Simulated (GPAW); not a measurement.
## How FeNi3 (Awaruite) absorbs and reflects light

Aim: the dielectric function of FeNi3 (Awaruite), and the optical constants that follow from it.

Method: DFT, revPBE, plane-wave PAW (GPAW data sets), scalar-relativistic, RPA, optical limit, in GPAW 26.7.0.

## 1. The starting structure

Symmetry: Pm-3m, No. 221, cubic system. Conventional cell: a = 3.545 Å, b = 3.545 Å, c = 3.545 Å, α = 90.00°, β = 90.00°, γ = 90.00°. Nearest to Ni lie 8 Ni at 2.51 Å and 4 Fe at 2.51 Å. Nearest to Fe lie 12 Ni at 2.51 Å. Farther neighbours are not listed.

## 2. Ground state

First the ground state: is it a metal or has it a gap?

This step: DFT, revPBE, plane-wave PAW (GPAW data sets), scalar-relativistic, ground state (GPAW 26.7.0).

gs.py

```python
from ase import Atoms
from ase.dft.bandgap import bandgap
from gpaw import GPAW, PW, FermiDirac

atoms = Atoms(['Ni', 'Ni', 'Ni', 'Fe'],
              cell=[[3.545000000000, 0.000000000000, 0.000000000000],
                    [0.000000000000, 3.545000000000, 0.000000000000],
                    [0.000000000000, 0.000000000000, 3.545000000000]],
              scaled_positions=[[0.500000000000, 0.500000000000, 0.000000000000],
                                [0.500000000000, 0.000000000000, 0.500000000000],
                                [0.000000000000, 0.500000000000, 0.500000000000],
                                [0.000000000000, 0.000000000000, 0.000000000000]],
              pbc=[True, True, True])
atoms.set_initial_magnetic_moments([1.0, 1.0, 1.0, 3.0])
atoms.calc = GPAW(mode=PW(450), xc='revPBE', kpts={'size': (6, 6, 6), 'gamma': True},
                  occupations=FermiDirac(0.05), maxiter=150, txt='gs.txt')
print('energy (eV)', atoms.get_potential_energy())
print('Fermi level (eV)', atoms.calc.get_fermi_level())
print('valence electrons', atoms.calc.get_number_of_electrons())
print('gap (eV)', bandgap(atoms.calc, output=None)[0])
print('direct gap (eV)', bandgap(atoms.calc, direct=True, output=None)[0])
print('moments', atoms.get_magnetic_moments().round(3).tolist())
atoms.calc.write('gs.gpw')
```

Launch:

```console
$ OMP_NUM_THREADS=1 python gs.py
```

Numbers of over 12 decimals in the logs are rounded to 6 here.

Output:

```text
__  _  _
 | _ |_)|_||  |
 |__||  | ||/\| - 26.7.0

Versions:
  Python: 3.12.14
  ASE:    3.29.0
  Numpy:  2.5.5
  Scipy:  1.18.1
  Libxc:  7.0.0

Input parameters:
  mode=PW(ecut=450.000000),
  kpts=MonkhorstPack(size=(6, 6, 6), gamma=True),
  maxiter=150,
  occupations=Occupations(name='fermi-dirac', width=0.05, fixmagmom=False),
  xc=XC(name='revPBE')

Diagonalizing LCAO Hamiltonian
Converting LCAO to pw mode
   .--------.
  /|        |
 * |        |
 |Ni        |
 | .--Ni----.
 |/    Ni  /
 Fe-------*

Atoms  # Å, Bohr magnetons
|   | symbol |        x |        y |        z |    initial magnetic moments |
| 0 |     Ni | 1.772500 | 1.772500 | 0.000000 | ( 0.0000,  0.0000,  1.0000) |
| 1 |     Ni | 1.772500 | 0.000000 | 1.772500 | ( 0.0000,  0.0000,  1.0000) |
| 2 |     Ni | 0.000000 | 1.772500 | 1.772500 | ( 0.0000,  0.0000,  1.0000) |
| 3 |     Fe | 0.000000 | 0.000000 | 0.000000 | ( 0.0000,  0.0000,  3.0000) |

Unit cell  # Å
| periodic |        x |        y |        z |  lengths |    angles |
|      yes | 3.545000 | 0.000000 | 0.000000 | 3.545000 | 90.000000 |
|      yes | 0.000000 | 3.545000 | 0.000000 | 3.545000 | 90.000000 |
|      yes | 0.000000 | 0.000000 | 3.545000 | 3.545000 | 90.000000 |

Number of symmetries: 48
Symmetry operations  # r_c * U_cc + t_c -> r_c
|    | kind |            matrix            |
|  0 |  E   |  1, 0, 0,  0, 1, 0,  0, 0, 1 |
|  1 |  σ   |  1, 0, 0,  0, 1, 0,  0, 0,-1 |
|  2 |  σ   |  1, 0, 0,  0, 0, 1,  0, 1, 0 |
|  3 |  C4  |  1, 0, 0,  0, 0, 1,  0,-1, 0 |
|  4 |  C4  |  1, 0, 0,  0, 0,-1,  0, 1, 0 |
|  5 |  σ   |  1, 0, 0,  0, 0,-1,  0,-1, 0 |
|  6 |  σ   |  1, 0, 0,  0,-1, 0,  0, 0, 1 |
|  7 |  C2  |  1, 0, 0,  0,-1, 0,  0, 0,-1 |
|  8 |  σ   |  0, 1, 0,  1, 0, 0,  0, 0, 1 |
|  9 |  C2  |  0, 1, 0,  1, 0, 0,  0, 0,-1 |
| 10 |  C3  |  0, 1, 0,  0, 0, 1,  1, 0, 0 |
| 11 |  S6  |  0, 1, 0,  0, 0, 1, -1, 0, 0 |
| 12 |  S6  |  0, 1, 0,  0, 0,-1,  1, 0, 0 |
| 13 |  C3  |  0, 1, 0,  0, 0,-1, -1, 0, 0 |
| 14 |  C4  |  0, 1, 0, -1, 0, 0,  0, 0, 1 |
| 15 |  S4  |  0, 1, 0, -1, 0, 0,  0, 0,-1 |
| 16 |  C3  |  0, 0, 1,  1, 0, 0,  0, 1, 0 |
| 17 |  S6  |  0, 0, 1,  1, 0, 0,  0,-1, 0 |
| 18 |  σ   |  0, 0, 1,  0, 1, 0,  1, 0, 0 |
| 19 |  C4  |  0, 0, 1,  0, 1, 0, -1, 0, 0 |
| 20 |  C2  |  0, 0, 1,  0,-1, 0,  1, 0, 0 |
| 21 |  S4  |  0, 0, 1,  0,-1, 0, -1, 0, 0 |
| 22 |  S6  |  0, 0, 1, -1, 0, 0,  0, 1, 0 |
| 23 |  C3  |  0, 0, 1, -1, 0, 0,  0,-1, 0 |
| 24 |  S6  |  0, 0,-1,  1, 0, 0,  0, 1, 0 |
| 25 |  C3  |  0, 0,-1,  1, 0, 0,  0,-1, 0 |
| 26 |  C4  |  0, 0,-1,  0, 1, 0,  1, 0, 0 |
| 27 |  σ   |  0, 0,-1,  0, 1, 0, -1, 0, 0 |
| 28 |  S4  |  0, 0,-1,  0,-1, 0,  1, 0, 0 |
| 29 |  C2  |  0, 0,-1,  0,-1, 0, -1, 0, 0 |
| 30 |  C3  |  0, 0,-1, -1, 0, 0,  0, 1, 0 |
| 31 |  S6  |  0, 0,-1, -1, 0, 0,  0,-1, 0 |
| 32 |  C4  |  0,-1, 0,  1, 0, 0,  0, 0, 1 |
| 33 |  S4  |  0,-1, 0,  1, 0, 0,  0, 0,-1 |
| 34 |  S6  |  0,-1, 0,  0, 0, 1,  1, 0, 0 |
| 35 |  C3  |  0,-1, 0,  0, 0, 1, -1, 0, 0 |
| 36 |  C3  |  0,-1, 0,  0, 0,-1,  1, 0, 0 |
| 37 |  S6  |  0,-1, 0,  0, 0,-1, -1, 0, 0 |
| 38 |  σ   |  0,-1, 0, -1, 0, 0,  0, 0, 1 |
| 39 |  C2  |  0,-1, 0, -1, 0, 0,  0, 0,-1 |
| 40 |  σ   | -1, 0, 0,  0, 1, 0,  0, 0, 1 |
| 41 |  C2  | -1, 0, 0,  0, 1, 0,  0, 0,-1 |
| 42 |  C2  | -1, 0, 0,  0, 0, 1,  0, 1, 0 |
| 43 |  S4  | -1, 0, 0,  0, 0, 1,  0,-1, 0 |
| 44 |  S4  | -1, 0, 0,  0, 0,-1,  0, 1, 0 |
| 45 |  C2  | -1, 0, 0,  0, 0,-1,  0,-1, 0 |
| 46 |  C2  | -1, 0, 0,  0,-1, 0,  0, 0, 1 |
| 47 |  i   | -1, 0, 0,  0,-1, 0,  0, 0,-1 |

BZ-sampling:
  Number of BZ points: 216
  Number of IBZ points: 20

  Monkhorst-Pack size: [6, 6, 6]
  Monkhorst-Pack shift: [0.083333, 0.083333, 0.083333]

K-points  # in reciprocal-cell coordinates
|     |                                coordinates |     weight |
|   0 | (  0.00000000,   0.00000000,   0.00000000) | 0.00462963 |
|   1 | (  0.16666667,   0.00000000,   0.00000000) | 0.02777778 |
|   2 | (  0.16666667,   0.16666667,   0.00000000) | 0.05555556 |
|   3 | (  0.16666667,   0.16666667,   0.16666667) | 0.03703704 |
|   4 | (  0.33333333,   0.00000000,   0.00000000) | 0.02777778 |
|   5 | (  0.33333333,   0.16666667,   0.00000000) | 0.11111111 |
|   6 | (  0.33333333,   0.16666667,   0.16666667) | 0.11111111 |
|   7 | (  0.33333333,   0.33333333,   0.00000000) | 0.05555556 |
|   8 | (  0.33333333,   0.33333333,   0.16666667) | 0.11111111 |
|   9 | (  0.33333333,   0.33333333,   0.33333333) | 0.03703704 |
| ... |                                            |            |
|  19 | (  0.50000000,   0.50000000,   0.50000000) | 0.00462963 |

Plane wave coefficients: 992
Cutoff: 450.000000 eV

Spin-components: 2 (collinear spins)
Bands:           42
Projectors:      24
Spin-degeneracy: 1
Datatype:        complex128

Parallelization:
  kpt:    1
  domain: 1
  band:   1

Density:
  Valence electrons: 56.0
  Components: 2
  Grid points: [18 18 18]
  Charge: 0.0  # |e|

Potential:
  Grid points: [18 18 18]

species:
  Ni:
    name:    Nickel
    id:
    Z:       28.0
    valence: 16
    core:    12
    charge:  0.0  # [|e|]
    compensation charges:
      type: gauss
      rc: 0.36  # [Å]
      lmax: 2
    cutoffs:
      filter: 2.14  # [Å]
      core: 1.98  # [Å]
    projectors
    | kind |    occ | energy [eV] | rcut [Å] |
    |   4s |  2.000 |      -5.570 |    1.164 |
    |   3p |  6.000 |     -71.384 |    1.207 |
    |   4p |  0.000 |      -1.198 |    1.207 |
    |   3d |  8.000 |      -8.815 |    1.138 |
    |    s |        |      21.642 |    1.164 |
    |    d |        |      18.396 |    1.138 |

    Using partial waves for Ni as LCAO basis

  Fe:
    name:    Iron
    id:
    Z:       26.0
    valence: 8
    core:    18
    charge:  0.0  # [|e|]
    compensation charges:
      type: gauss
      rc: 0.33  # [Å]
      lmax: 2
    cutoffs:
      filter: 2.06  # [Å]
      core: 2.67  # [Å]
    projectors
    | kind |    occ | energy [eV] | rcut [Å] |
    |   4s |  2.000 |      -5.229 |    1.164 |
    |   4p |  0.000 |      -1.300 |    1.058 |
    |   3d |  6.000 |      -7.449 |    1.058 |
    |    s |        |      21.982 |    1.164 |
    |    p |        |      25.911 |    1.058 |
    |    d |        |      19.763 |    1.058 |

    Using partial waves for Fe as LCAO basis

Reference energy: -158739.175058  # eV

eigensolver:
  PPCG
  Converge bands: occupied
  niter=2

density mixing:
  MSR1-Mixer
  Pratt-step length: 0.05
  Maximum mixing coefficient: 0.75
  Old densities: 10
  SVD Regularization: 0.005
  Good broyden scale: 1.0
  Trust region scale: 1.0
  Backstep threshold: 4.0
  History deletion threshold: 6.0
  Fourier metric: weight=20.0, sigma=0.015

occupation numbers:
  Fermi-Dirac:
    width: 0.0500  # eV

poisson solver:
  ecut: 3600.000000  # eV

xc functional:
  name: revPBE with 2 nearest neighbor stencil

convergence criteria:
- Maximum [total energy] change in last 3 cyles: 0.0005 eV / valence electron
- Maximum integral of absolute [dens]ity change: 0.0001 electrons / valence electron
- Maximum integral of absolute [eigenst]ate change: 4e-08 eV^2 / valence electron
maximum number of iterations: 150

SCF iterations
|iter     |      energy | eigst |  dens |  magmom |
|iter:   1||  -29.590496 | +0.44 |       |  +6.0076|
|iter:   2||  -29.136954 | -1.61 | -1.10 |  +5.9504|
|iter:   3||  -29.187014 | -2.92 | -1.40 |  +5.8746|
|iter:   4||  -29.391520 | -2.80 | -1.52 |  +5.6253|
|iter:   5||  -29.586963 | -2.47 | -1.55 |  +5.1902|
|iter:   6||  -29.602337 | -2.59 | -2.04 |  +4.7836|
|iter:   7||  -29.615669 | -3.19 | -2.25 |  +4.9512|
|iter:   8||  -29.616943c| -4.34 | -2.63 |  +4.9265|
|iter:   9||  -29.617090c| -4.97 | -2.99 |  +4.9177|
|iter:  10||  -29.617083c| -5.98 | -3.36 |  +4.9279|
|iter:  11||  -29.617079c| -6.99 | -3.87 |  +4.9300|
|iter:  12||  -29.617076c| -7.47c| -4.01c|  +4.9321|

Converged in 12 steps
SCF loop duration: 34.244 s (2.854 s/step)
Energy contributions relative to reference atoms: (reference = -158739.175058)

Energy contributions:
  Kinetic:          28.283805
  Coulomb:         -21.403256
  Zero:              0.495759
  External:          0.000000
  Xc:              -36.982148
  Entropy:          -0.022473
  Spinorbit:         0.000000
  ----------------------------
  Free energy:     -29.628312
  Extrapolated:    -29.617076

dipole moment: (-15.927530, -15.927530, -15.927530)  # |e|*Ang

Total magnetic moment: (0.000000, 0.000000, 4.932135)

Local magnetic moments
|        x |        y |        z |
| 0.000000 | 0.000000 | 0.716438 |  # Ni   0
| 0.000000 | 0.000000 | 0.716438 |  # Ni   1
| 0.000000 | 0.000000 | 0.716438 |  # Ni   2
| 0.000000 | 0.000000 | 2.912345 |  # Fe   3

Fermi level: 9.192
Eigenvalues  # (at kpt = [0.000, 0.000, 0.000])
| band index |      eig [eV] | occ [0-1] |      eig [eV] | occ [0-1] |
|          0 |       -55.154 |     1.000 |       -54.235 |     1.000 |
|        ... |               |           |               |           |
|         18 |         6.405 |     1.000 |         7.574 |     1.000 |
|         19 |         7.448 |     1.000 |         8.608 |     1.000 |
|         20 |         7.448 |     1.000 |         8.608 |     1.000 |
|         21 |         8.301 |     1.000 |         9.214 |     0.389 |
|         22 |         8.301 |     1.000 |         9.529 |     0.001 |
|         23 |         8.331 |     1.000 |         9.529 |     0.001 |
|         24 |         8.440 |     1.000 |         9.529 |     0.001 |
|         25 |         8.440 |     1.000 |        10.248 |     0.000 |
|         26 |         8.440 |     1.000 |        10.248 |     0.000 |
|         27 |         8.505 |     1.000 |        10.508 |     0.000 |
|         28 |         8.505 |     1.000 |        10.508 |     0.000 |
|         29 |         8.505 |     1.000 |        10.508 |     0.000 |
|         30 |        11.267 |     0.000 |        11.260 |     0.000 |
|         31 |        11.267 |     0.000 |        11.260 |     0.000 |
|         32 |        11.267 |     0.000 |        11.260 |     0.000 |
|        ... |               |           |               |           |
|         41 |        23.689 |     0.000 |        24.048 |     0.000 |

No gap
No difference between direct/indirect transitions

--- standard output ---
energy (eV) -29.617076
Fermi level (eV) 9.191883
valence electrons 56.0
gap (eV) 0.0
direct gap (eV) 0.0
moments [0.716, 0.716, 0.716, 2.912]
```

Elapsed: 38 s, on 1 thread of Arm Neoverse V2, shared host; peak memory 0.17 GiB.

Read-outs, printed or worked out from the files:

```
energy       : -29.62 eV
Fermi energy : 9.192 eV
electrons    : 56
site moments : 0.716, 0.716, 0.716, 2.912 μB
```

There are states at the Fermi level within the smearing, so the occupations stay smeared and the carriers get a Drude term.

## 3. Bands for the response

At the fixed density, many empty bands are solved on the mesh of the response, since the spectrum sums over them.

This step: DFT, revPBE, plane-wave PAW (GPAW data sets), scalar-relativistic, bands at fixed density (GPAW 26.7.0).

nscf.py

```python
from ase.dft.bandgap import bandgap
from gpaw import GPAW, FermiDirac

calc = GPAW('gs.gpw').fixed_density(kpts={'size': (10, 10, 10), 'gamma': True}, nbands=58, convergence={'bands': 52},
                                    occupations=FermiDirac(0.05), txt='nscf.txt')
print('gap (eV)', bandgap(calc, output=None)[0])
print('direct gap (eV)', bandgap(calc, direct=True, output=None)[0])
print('top band over the Fermi level (eV)', min(calc.get_eigenvalues(kpt=k)[51] for k in range(len(calc.get_ibz_k_points()))) - calc.get_fermi_level())
calc.write('full.gpw', mode='all')
```

Launch:

```console
$ OMP_NUM_THREADS=1 python nscf.py
```

Output:

```text
Diagonalizing LCAO Hamiltonian
Converting LCAO to pw mode
convergence criteria:
- Maximum integral of absolute [eigenst]ate change: 4e-08 eV^2 / valence electron
maximum number of iterations: 150

SCF iterations
|iter     |      energy | eigst |  dens |  magmom |
|iter:   1||             | +2.38 |       |  +4.9321|
|iter:   2||             | +1.27 |       |  +4.9321|
|iter:   3||             | +0.05 |       |  +4.9321|
|iter:   4||             | -0.70 |       |  +4.9321|
|iter:   5||             | -1.39 |       |  +4.9321|
|iter:   6||             | -1.69 |       |  +4.9321|
|iter:   7||             | -2.04 |       |  +4.9321|
|iter:   8||             | -2.48 |       |  +4.9321|
|iter:   9||             | -2.92 |       |  +4.9321|
|iter:  10||             | -2.72 |       |  +4.9321|
[... 41 further cycles ...]
|iter:  52||             | -5.32 |       |  +4.9321|
|iter:  53||             | -5.52 |       |  +4.9321|
|iter:  54||             | -5.74 |       |  +4.9321|
|iter:  55||             | -6.00 |       |  +4.9321|
|iter:  56||             | -6.27 |       |  +4.9321|
|iter:  57||             | -6.50 |       |  +4.9321|
|iter:  58||             | -6.80 |       |  +4.9321|
|iter:  59||             | -6.99 |       |  +4.9321|
|iter:  60||             | -7.23 |       |  +4.9321|
|iter:  61||             | -7.43c|       |  +4.9321|
SCF steps: 61
  __  _  _
 | _ |_)|_||  |
 |__||  | ||/\| - 26.7.0

Versions:
  Python: 3.12.14
  ASE:    3.29.0
  Numpy:  2.5.5
  Scipy:  1.18.1
  Libxc:  7.0.0

Input parameters:
  mode=PW(ecut=450.000000),
  convergence={'bands': 52},
  gpts=array([18, 18, 18]),
  kpts=MonkhorstPack(size=(10, 10, 10), gamma=True),
  maxiter=150,
  nbands=58,
  occupations=Occupations(name='fermi-dirac', width=0.05, fixmagmom=False),
  parallel={},
  xc=XC(name='revPBE')

--- standard output ---
gap (eV) 0.0
direct gap (eV) 0.0
top band over the Fermi level (eV) 25.663446
```

Wall time 6.4 min (1 thread); peak memory 0.27 GiB.

(Part 1 of 2 ends here.)

[Machine, clock and banner lines and Python warnings are left out of the logs.]

[Logs are printed without paths, hosts, clocks, repeated set-up lines and the standing remarks that a program may print on its own settings, such as how far it seeks lower states.]

[Hosts, paths, dates, database ids (printed as entryN), source tags and the programs' standing remarks are cut or masked in the printed files.]
